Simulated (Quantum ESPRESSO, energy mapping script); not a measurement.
# Spin model of CoO from collinear orders

Aim: the exchange couplings of CoO from the energies of a few collinear orders, and the ordering temperature that they give.

Method: PBE with U = 4 eV on Co d, ortho-atomic projectors; plane waves, U on orthogonalised atomic orbitals unless named otherwise, collinear spin, no spin–orbit coupling, in Quantum ESPRESSO 7.5.

### Step 1. Starting point

Symmetry: Fm-3m, No. 225, cubic system. The conventional cell has a = 4.263 Å, b = 4.263 Å, c = 4.263 Å, α = 90.00°, β = 90.00°, γ = 90.00°. Nearest to Co lie 6 O at 2.13 Å. O has 6 Co at 2.13 Å nearest. Farther neighbours and most contacts between anions are not listed.

The U corrects the self-interaction that lets semilocal functionals spread d and f electrons too far. Its value here is typed, not computed. These runs use Quantum ESPRESSO.

### Step 2. Probe run

One run in the crystal's own cell, under PBE with U = 2.62 eV on Co d, ortho-atomic projectors, Quantum ESPRESSO with GBRV potentials, shows which elements keep a moment. Transition or f elements with 0.3 μB or more enter the spin model; moments induced on other atoms do not.

pw.in

```
&control
  calculation = 'scf'
  prefix = 'pw'
  outdir = './tmp/'
  pseudo_dir = './pseudo/'
  verbosity = 'low'
/
&system
  ibrav = 0
  nat = 2
  ntyp = 2
  ecutwfc = 45
  ecutrho = 360
  nbnd = 21
  occupations = 'smearing'
  smearing = 'fd'
  degauss = 0.00367493
  nspin = 2
  starting_magnetization(1) = 0.1765
/
&electrons
  conv_thr = 5.0e-09
  electron_maxstep = 120
  mixing_beta = 0.3
  mixing_mode = 'plain'
/
ATOMIC_SPECIES
  Co 58.9332 Co.upf
  O 15.9990 O.upf
CELL_PARAMETERS angstrom
  0.00000000 2.13150000 2.13150000
  2.13150000 0.00000000 2.13150000
  2.13150000 2.13150000 0.00000000
ATOMIC_POSITIONS crystal
  Co 0.00000000 0.00000000 0.00000000
  O 0.50000000 0.50000000 0.50000000
K_POINTS automatic
  10 10 10 0 0 0
HUBBARD {ortho-atomic}
U Co-3d 2.62
```

The run is started by

```sh
$ OMP_NUM_THREADS=1 mpirun -n 8 pw.x -nk 8 -in pw.in > pw.out
```

The program printed:

```text
Program PWSCF v.7.5 starts
[...]
unit-cell volume          =     130.7021 (a.u.)^3
     number of atoms/cell      =            2
[...]
number of electrons       =        23.00
     number of Kohn-Sham states=           21
     kinetic-energy cutoff     =      45.0000  Ry
     charge density cutoff     =     360.0000  Ry
     scf convergence threshold =      5.0E-09
[...]
Exchange-correlation= SLA  PW   PBE  PBE
[...]
Hubbard projectors: ortho-atomic
     Hubbard parameters of DFT+U (Dudarev formulation) in eV:
[...]
atomic species   magnetization
[...]
48 Sym. Ops., with inversion, found
[...]
number of k points=    47  Fermi-Dirac smearing, width (Ry)=  0.0037
[...]
Number of occupied Hubbard levels =    7.0000
     Atomic wfc used for Hubbard projectors are orthogonalized
[...]
iteration #  1     ecut=    45.00 Ry     beta= 0.30
[...]
Number of occupied Hubbard levels =    5.5437
     total energy              =    -328.76428782 Ry
     estimated scf accuracy    <       6.20226865 Ry
     total magnetization       =     3.65 Bohr mag/cell
     absolute magnetization    =     3.72 Bohr mag/cell
     iteration #  2     ecut=    45.00 Ry     beta= 0.30
[...]
total energy              =    -329.65732255 Ry
     estimated scf accuracy    <       6.09517095 Ry
     total magnetization       =     0.75 Bohr mag/cell
     absolute magnetization    =     0.81 Bohr mag/cell
     iteration #  3     ecut=    45.00 Ry     beta= 0.30
[...]
total energy              =    -330.59763585 Ry
     estimated scf accuracy    <       0.23754197 Ry
     total magnetization       =     3.03 Bohr mag/cell
     absolute magnetization    =     3.05 Bohr mag/cell
[...]
total energy              =    -330.62456460 Ry
[...]
iteration # 12     ecut=    45.00 Ry     beta= 0.30
[...]
total energy              =    -330.62456464 Ry
     estimated scf accuracy    <       0.00000024 Ry
     total magnetization       =     2.99 Bohr mag/cell
     absolute magnetization    =     3.02 Bohr mag/cell
     iteration # 13     ecut=    45.00 Ry     beta= 0.30
[...]
Magnetic moment per site  (integrated on atomic sphere of radius R)
     atom   1 (R=0.292)  charge= 14.5971  magn=  2.6014
     atom   2 (R=0.292)  charge=  5.7848  magn=  0.2917
     End of self-consistent calculation
     =================== HUBBARD OCCUPATIONS ===================
[...]
k = 0.2121 0.2121-0.2121 (   652 PWs)   bands (ev):
[...]
k =-0.3536-0.3536 0.3536 (   652 PWs)   bands (ev):
[...]
k = 0.1414-0.0000 0.0000 (   665 PWs)   bands (ev):
[...]
k =-0.2828-0.4243 0.4243 (   662 PWs)   bands (ev):
[...]
k =-0.2121-0.3536 0.3536 (   665 PWs)   bands (ev):
[...]
k = 0.0000-0.1414 0.1414 (   660 PWs)   bands (ev):
[...]
k = 0.2828-0.0000 0.0000 (   665 PWs)   bands (ev):
[...]
k =-0.7071 0.0000 0.0000 (   652 PWs)   bands (ev):
[...]
k = 0.2828 0.1414 0.0000 (   662 PWs)   bands (ev):
[...]
[... cut ...]
[...]
k =-0.7071 0.1414 0.0000 (   670 PWs)   bands (ev):
[...]
k =-0.7071 0.2828 0.0000 (   674 PWs)   bands (ev):
[...]
------ SPIN DOWN ----------
          k = 0.0000 0.0000 0.0000 (   645 PWs)   bands (ev):
[...]
k =-0.7071 0.0000 0.0000 (   652 PWs)   bands (ev):
[...]
k = 0.2828 0.1414 0.0000 (   662 PWs)   bands (ev):
[...]
k = 0.3536 0.2121-0.0707 (   661 PWs)   bands (ev):
[...]
k = 0.4243 0.1414-0.0000 (   662 PWs)   bands (ev):
[...]
k = 0.0000-0.2828 0.4243 (   665 PWs)   bands (ev):
[...]
k = 0.0000-0.4243 0.5657 (   670 PWs)   bands (ev):
[...]
k =-0.7071 0.1414 0.0000 (   670 PWs)   bands (ev):
[...]
k =-0.1414-0.4243 0.7071 (   668 PWs)   bands (ev):
[...]
k =-0.0707-0.3536 0.6364 (   676 PWs)   bands (ev):
[...]
27.5191  34.9021  35.3308  43.3873  43.8963
          k =-0.7071 0.2828 0.0000 (   674 PWs)   bands (ev):
   -80.0281 -43.4265 -43.4192 -43.4110  -4.4067   7.8290   8.4471   8.9736
    12.6632  13.2083  13.4457  15.4796  16.0626  22.3194  24.0304  24.4659
    27.3676  33.6599  36.7621  43.0601  44.3851
     the Fermi energy is    13.3585 ev
!    total energy              =    -330.62456468 Ry
     estimated scf accuracy    <          4.3E-09 Ry
     smearing contrib. (-TS)   =      -0.00253442 Ry
     internal energy E=F+TS    =    -330.62203026 Ry
     The total energy is F=E-TS. E is the sum of the following terms:
     one-electron contribution =    -182.92271232 Ry
     hartree contribution      =     104.80823534 Ry
     xc contribution           =     -40.03333935 Ry
     ewald contribution        =    -212.56286172 Ry
     Hubbard energy            =       0.08864778 Ry
     total magnetization       =     2.99 Bohr mag/cell
     absolute magnetization    =     3.02 Bohr mag/cell
     convergence has been achieved in  13 iterations
=------------------------------------------------------------------------------=
   JOB DONE.
=------------------------------------------------------------------------------=
```

Run time: 7.7 s. Hardware: 8 MPI ranks of Arm Neoverse N1, shared host; peak memory 0.5 GiB.

Spin moment in the sphere by atom:

```tsv
atom	spin moment in the sphere (μB)
Co1	2.60
O2	0.29
```

The run ends ferromagnetic; Co carries the moments.

### Step 3. Run 1 (parallel; cell A, 4 atoms)

Each cell gets its own parallel run on the same mesh, so that most of the mesh error cancels in the differences.

The potential files are GBRV's for PBE; pw.x takes the functional from them.

pw.in

```
&control
  calculation = 'scf'
  prefix = 'pw'
  outdir = './tmp/'
  pseudo_dir = './pseudo/'
  verbosity = 'low'
/
&system
  ibrav = 0
  nat = 4
  ntyp = 2
  ecutwfc = 45
  ecutrho = 360
  nbnd = 38
  occupations = 'smearing'
  smearing = 'fd'
  degauss = 0.00367493
  nspin = 2
  starting_magnetization(1) = 0.1765
/
&electrons
  conv_thr = 1.0e-08
  electron_maxstep = 120
  mixing_beta = 0.3
  mixing_mode = 'plain'
/
ATOMIC_SPECIES
  Co 58.9332 Co.upf
  O 15.9990 O.upf
CELL_PARAMETERS angstrom
  0.00000000 -2.13150000 -2.13150000
  0.00000000 2.13150000 -2.13150000
  4.26300000 0.00000000 0.00000000
ATOMIC_POSITIONS crystal
  Co 0.50000000 0.50000000 0.50000000
  Co 0.00000000 0.00000000 0.00000000
  O 0.50000000 0.50000000 0.00000000
  O 0.00000000 0.00000000 0.50000000
K_POINTS automatic
  10 10 7 0 0 0
HUBBARD {ortho-atomic}
U Co-3d 4
```

The program printed:

```text
[banner, memory and clock lines left out]
Program PWSCF v.7.5 starts
[...]
unit-cell volume          =     261.4042 (a.u.)^3
     number of atoms/cell      =            4
[...]
number of electrons       =        46.00
     number of Kohn-Sham states=           38
     kinetic-energy cutoff     =      45.0000  Ry
     charge density cutoff     =     360.0000  Ry
     scf convergence threshold =      1.0E-08
[...]
Exchange-correlation= SLA  PW   PBE  PBE
[...]
Hubbard projectors: ortho-atomic
     Hubbard parameters of DFT+U (Dudarev formulation) in eV:
[...]
atomic species   magnetization
[...]
16 Sym. Ops., with inversion, found
[...]
number of k points=    84  Fermi-Dirac smearing, width (Ry)=  0.0037
[...]
Number of occupied Hubbard levels =   14.0000
     Atomic wfc used for Hubbard projectors are orthogonalized
[...]
iteration #  1     ecut=    45.00 Ry     beta= 0.30
[...]
Number of occupied Hubbard levels =   11.1551
     total energy              =    -657.63388449 Ry
     estimated scf accuracy    <      11.96855277 Ry
     total magnetization       =     7.39 Bohr mag/cell
     absolute magnetization    =     7.58 Bohr mag/cell
     iteration #  2     ecut=    45.00 Ry     beta= 0.30
[...]
total energy              =    -659.61608502 Ry
     estimated scf accuracy    <       9.19504772 Ry
     total magnetization       =     2.36 Bohr mag/cell
     absolute magnetization    =     2.41 Bohr mag/cell
     iteration #  3     ecut=    45.00 Ry     beta= 0.30
[...]
total energy              =    -661.08548460 Ry
     estimated scf accuracy    <       0.38465886 Ry
     total magnetization       =     6.04 Bohr mag/cell
     absolute magnetization    =     6.10 Bohr mag/cell
     iteration #  4     ecut=    45.00 Ry     beta= 0.30
[...]
total energy              =    -661.13203570 Ry
     estimated scf accuracy    <       0.10467947 Ry
     total magnetization       =     6.00 Bohr mag/cell
     absolute magnetization    =     6.04 Bohr mag/cell
     iteration #  5     ecut=    45.00 Ry     beta= 0.30
[...]
total energy              =    -661.15626550 Ry
     estimated scf accuracy    <       0.56296696 Ry
     total magnetization       =     5.56 Bohr mag/cell
     absolute magnetization    =     5.59 Bohr mag/cell
     iteration #  6     ecut=    45.00 Ry     beta= 0.30
[...]
total energy              =    -661.15940505 Ry
     estimated scf accuracy    <       0.18326513 Ry
     total magnetization       =     5.45 Bohr mag/cell
     absolute magnetization    =     5.49 Bohr mag/cell
     iteration #  7     ecut=    45.00 Ry     beta= 0.30
[...]
total energy              =    -661.16176600 Ry
     estimated scf accuracy    <       0.05624914 Ry
     total magnetization       =     5.59 Bohr mag/cell
     absolute magnetization    =     5.63 Bohr mag/cell
     iteration #  8     ecut=    45.00 Ry     beta= 0.30
[...]
total energy              =    -661.15268023 Ry
     estimated scf accuracy    <       0.05321180 Ry
     total magnetization       =     5.50 Bohr mag/cell
     absolute magnetization    =     5.55 Bohr mag/cell
     iteration #  9     ecut=    45.00 Ry     beta= 0.30
[...]
total energy              =    -661.15698096 Ry
     estimated scf accuracy    <       0.00471300 Ry
     total magnetization       =     5.83 Bohr mag/cell
     absolute magnetization    =     5.87 Bohr mag/cell
     iteration # 10     ecut=    45.00 Ry     beta= 0.30
[...]
total energy              =    -661.15743413 Ry
     estimated scf accuracy    <       0.00089528 Ry
     total magnetization       =     5.92 Bohr mag/cell
     absolute magnetization    =     5.96 Bohr mag/cell
[...]
total energy              =    -661.15773533 Ry
[...]
iteration # 18     ecut=    45.00 Ry     beta= 0.30
[...]
total energy              =    -661.15774269 Ry
     estimated scf accuracy    <       0.00000078 Ry
     total magnetization       =     5.98 Bohr mag/cell
     absolute magnetization    =     6.04 Bohr mag/cell
     iteration # 19     ecut=    45.00 Ry     beta= 0.30
[...]
total energy              =    -661.15774280 Ry
     estimated scf accuracy    <       0.00000035 Ry
     total magnetization       =     5.98 Bohr mag/cell
     absolute magnetization    =     6.04 Bohr mag/cell
     iteration # 20     ecut=    45.00 Ry     beta= 0.30
[...]
total energy              =    -661.15774283 Ry
     estimated scf accuracy    <       0.00000009 Ry
     total magnetization       =     5.98 Bohr mag/cell
     absolute magnetization    =     6.04 Bohr mag/cell
     iteration # 21     ecut=    45.00 Ry     beta= 0.30
[...]
total energy              =    -661.15774284 Ry
     estimated scf accuracy    <       0.00000003 Ry
     total magnetization       =     5.98 Bohr mag/cell
     absolute magnetization    =     6.04 Bohr mag/cell
     iteration # 22     ecut=    45.00 Ry     beta= 0.30
[...]
Magnetic moment per site  (integrated on atomic sphere of radius R)
     atom   1 (R=0.292)  charge= 14.5948  magn=  2.6153
     atom   2 (R=0.292)  charge= 14.5948  magn=  2.6153
     atom   3 (R=0.292)  charge=  5.7912  magn=  0.2714
     atom   4 (R=0.292)  charge=  5.7912  magn=  0.2714
     End of self-consistent calculation
     =================== HUBBARD OCCUPATIONS ===================
     ------------------------ ATOM    1 ------------------------
     Tr[ns(  1)] (up, down, total) =   4.97630  2.30381  7.28010
     Atomic magnetic moment for atom   1 =   2.67249
     SPIN  1
     eigenvalues:
       0.995  0.995  0.995  0.995  0.995
     eigenvectors (columns):
       0.866  0.000  0.000  0.000  0.500
       0.000  0.281  0.960 -0.000 -0.000
      -0.000  0.000 -0.000  1.000 -0.000
       0.500 -0.000 -0.000 -0.000 -0.866
       0.000 -0.960  0.281  0.000  0.000
     occupation matrix ns (before diag.):
       0.995 -0.000 -0.000 -0.000  0.000
      -0.000  0.995 -0.000  0.000  0.000
      -0.000 -0.000  0.995  0.000  0.000
      -0.000  0.000  0.000  0.995 -0.000
[...]
SPIN  2
     eigenvalues:
[...]
eigenvectors (columns):
[...]
occupation matrix ns (before diag.):
[...]
------------------------ ATOM    2 ------------------------
     Tr[ns(  2)] (up, down, total) =   4.97629  2.30381  7.28010
     Atomic magnetic moment for atom   2 =   2.67249
     SPIN  1
     eigenvalues:
[...]
eigenvectors (columns):
[...]
occupation matrix ns (before diag.):
[...]
SPIN  2
     eigenvalues:
[...]
eigenvectors (columns):
[...]
occupation matrix ns (before diag.):
       0.121 -0.000 -0.000  0.000  0.000
      -0.000  0.687 -0.000  0.000  0.000
      -0.000 -0.000  0.687  0.000  0.000
       0.000  0.000  0.000  0.121 -0.000
       0.000  0.000  0.000 -0.000  0.687
     Number of occupied Hubbard levels =   14.5602
     Number of k-points >= 100: set verbosity='high' to print the bands.
     the Fermi energy is    13.0968 ev
!    total energy              =    -661.15774285 Ry
     estimated scf accuracy    <          5.2E-09 Ry
     smearing contrib. (-TS)   =      -0.00536436 Ry
     internal energy E=F+TS    =    -661.15237849 Ry
     The total energy is F=E-TS. E is the sum of the following terms:
     one-electron contribution =    -365.81631319 Ry
     hartree contribution      =     209.61139006 Ry
     xc contribution           =     -80.08094075 Ry
     ewald contribution        =    -425.12572344 Ry
     Hubbard energy            =       0.25920882 Ry
     total magnetization       =     5.98 Bohr mag/cell
     absolute magnetization    =     6.04 Bohr mag/cell
     convergence has been achieved in  22 iterations
```

Run time: 52 s. Hardware: 8 MPI ranks; peak memory 0.77 GiB; 6.9 min of CPU time.

Spin moment in the sphere by atom:

```tsv
atom	spin moment in the sphere (μB)
Co1	2.62
Co2	2.62
O3	0.27
O4	0.27
```

The run ends ferromagnetic.

### Step 4. Run 2 (compensated +−; cell A, 4 atoms)

This order reverses 8 of the 12 neighbours at 3.01 Å, 0 of the 6 neighbours at 4.26 Å and 16 of the 24 neighbours at 5.22 Å, counted for an average magnetic atom.

Changes to pw.in since step 3:

```diff
@@ -10,6 +10,6 @@
   nat = 4
-  ntyp = 2
+  ntyp = 3
   ecutwfc = 45
   ecutrho = 360
-  nbnd = 38
+  nbnd = 35
   occupations = 'smearing'
@@ -19,2 +19,3 @@
   starting_magnetization(1) = 0.1765
+  starting_magnetization(2) = -0.1765
 /
@@ -27,3 +28,4 @@
 ATOMIC_SPECIES
-  Co 58.9332 Co.upf
+  Co1 58.9332 Co.upf
+  Co2 58.9332 Co.upf
   O 15.9990 O.upf
@@ -34,4 +36,4 @@
 ATOMIC_POSITIONS crystal
-  Co 0.50000000 0.50000000 0.50000000
-  Co 0.00000000 0.00000000 0.00000000
+  Co1 0.50000000 0.50000000 0.50000000
+  Co2 0.00000000 0.00000000 0.00000000
   O 0.50000000 0.50000000 0.00000000
@@ -41,2 +43,3 @@
 HUBBARD {ortho-atomic}
-U Co-3d 4
+U Co1-3d 4
+U Co2-3d 4
```

The program printed:

```text
[banner, memory and clock lines left out]
Program PWSCF v.7.5 starts
[...]
unit-cell volume          =     261.4042 (a.u.)^3
     number of atoms/cell      =            4
[...]
number of electrons       =        46.00
     number of Kohn-Sham states=           35
     kinetic-energy cutoff     =      45.0000  Ry
     charge density cutoff     =     360.0000  Ry
     scf convergence threshold =      1.0E-08
[...]
Exchange-correlation= SLA  PW   PBE  PBE
[...]
Hubbard projectors: ortho-atomic
     Hubbard parameters of DFT+U (Dudarev formulation) in eV:
[...]
atomic species   magnetization
[...]
16 Sym. Ops., with inversion, found
[...]
number of k points=    84  Fermi-Dirac smearing, width (Ry)=  0.0037
[...]
Number of occupied Hubbard levels =   14.0000
     Atomic wfc used for Hubbard projectors are orthogonalized
[...]
iteration #  1     ecut=    45.00 Ry     beta= 0.30
[...]
Number of occupied Hubbard levels =   11.0277
     total energy              =    -657.47524228 Ry
     estimated scf accuracy    <      12.16951343 Ry
     total magnetization       =     0.00 Bohr mag/cell
     absolute magnetization    =     7.72 Bohr mag/cell
     iteration #  2     ecut=    45.00 Ry     beta= 0.30
[...]
total energy              =    -659.51325429 Ry
     estimated scf accuracy    <       9.95731761 Ry
     total magnetization       =     0.00 Bohr mag/cell
     absolute magnetization    =     2.33 Bohr mag/cell
     iteration #  3     ecut=    45.00 Ry     beta= 0.30
[...]
total energy              =    -661.06492314 Ry
     estimated scf accuracy    <       0.36107815 Ry
     total magnetization       =    -0.02 Bohr mag/cell
     absolute magnetization    =     5.87 Bohr mag/cell
[...]
total energy              =    -661.15313501 Ry
[...]
iteration # 30     ecut=    45.00 Ry     beta= 0.30
[...]
total energy              =    -661.15313501 Ry
     estimated scf accuracy    <       0.00000001 Ry
     total magnetization       =    -0.00 Bohr mag/cell
     absolute magnetization    =     5.07 Bohr mag/cell
     iteration # 31     ecut=    45.00 Ry     beta= 0.30
[...]
Magnetic moment per site  (integrated on atomic sphere of radius R)
     atom   1 (R=0.292)  charge= 14.6409  magn=  2.3496
     atom   2 (R=0.292)  charge= 14.6410  magn= -2.3497
     atom   3 (R=0.292)  charge=  5.7576  magn= -0.0341
     atom   4 (R=0.292)  charge=  5.7576  magn=  0.0340
     End of self-consistent calculation
     =================== HUBBARD OCCUPATIONS ===================
     ------------------------ ATOM    1 ------------------------
     Tr[ns(  1)] (up, down, total) =   4.89662  2.47206  7.36868
     Atomic magnetic moment for atom   1 =   2.42456
     SPIN  1
     eigenvalues:
       0.954  0.962  0.993  0.993  0.994
     eigenvectors (columns):
       0.866 -0.500 -0.000  0.000  0.000
       0.000 -0.000  0.248 -0.969  0.000
[...]
occupation matrix ns (before diag.):
[...]
SPIN  2
     eigenvalues:
[...]
eigenvectors (columns):
[...]
occupation matrix ns (before diag.):
[...]
------------------------ ATOM    2 ------------------------
     Tr[ns(  2)] (up, down, total) =   2.47203  4.89669  7.36873
     Atomic magnetic moment for atom   2 =  -2.42466
     SPIN  1
     eigenvalues:
[...]
eigenvectors (columns):
[...]
occupation matrix ns (before diag.):
[...]
SPIN  2
     eigenvalues:
[...]
eigenvectors (columns):
[...]
occupation matrix ns (before diag.):
[...]
-0.004  0.000  0.000  0.960 -0.000
       0.000  0.000  0.000 -0.000  0.993
     Number of occupied Hubbard levels =   14.7374
     Number of k-points >= 100: set verbosity='high' to print the bands.
     the Fermi energy is    12.9609 ev
!    total energy              =    -661.15313501 Ry
     estimated scf accuracy    <          5.7E-09 Ry
     smearing contrib. (-TS)   =      -0.00577361 Ry
     internal energy E=F+TS    =    -661.14736140 Ry
     The total energy is F=E-TS. E is the sum of the following terms:
     one-electron contribution =    -366.51063752 Ry
     hartree contribution      =     210.30862335 Ry
     xc contribution           =     -80.06446489 Ry
     ewald contribution        =    -425.12572344 Ry
     Hubbard energy            =       0.24484110 Ry
     total magnetization       =    -0.00 Bohr mag/cell
     absolute magnetization    =     5.07 Bohr mag/cell
     convergence has been achieved in  31 iterations
```

Run time: 68 s. Hardware: 8 MPI ranks; peak memory 0.79 GiB; 9.1 min of CPU time.

Spin moment in the sphere by atom:

```tsv
atom	spin moment in the sphere (μB)
Co1	2.35
Co2	-2.35
O3	-0.03
O4	0.03
```

The run ends antiferromagnetic, 32.74 meV a magnetic atom above the parallel order of its cell, a difference that unlike orbital or electronic states can set, not exchange alone (energies taken at zero occupation width, not the printed F).

(Part 1 of 2 ends here.)

[Logs and program files are shortened in this print: banners, set-up blocks, solver, clock and traceback lines can be left out without a mark of their own.]

[Logs are printed without paths, hosts, clocks, repeated set-up lines and the standing remarks that a program may print on its own settings, such as how far it seeks lower states.]

[Hosts, paths, dates, database ids (printed as entryN), source tags and the programs' standing remarks are cut or masked in the printed files.]

[Where a cell is said to come from a database of computed structures, the database is the Materials Project.]
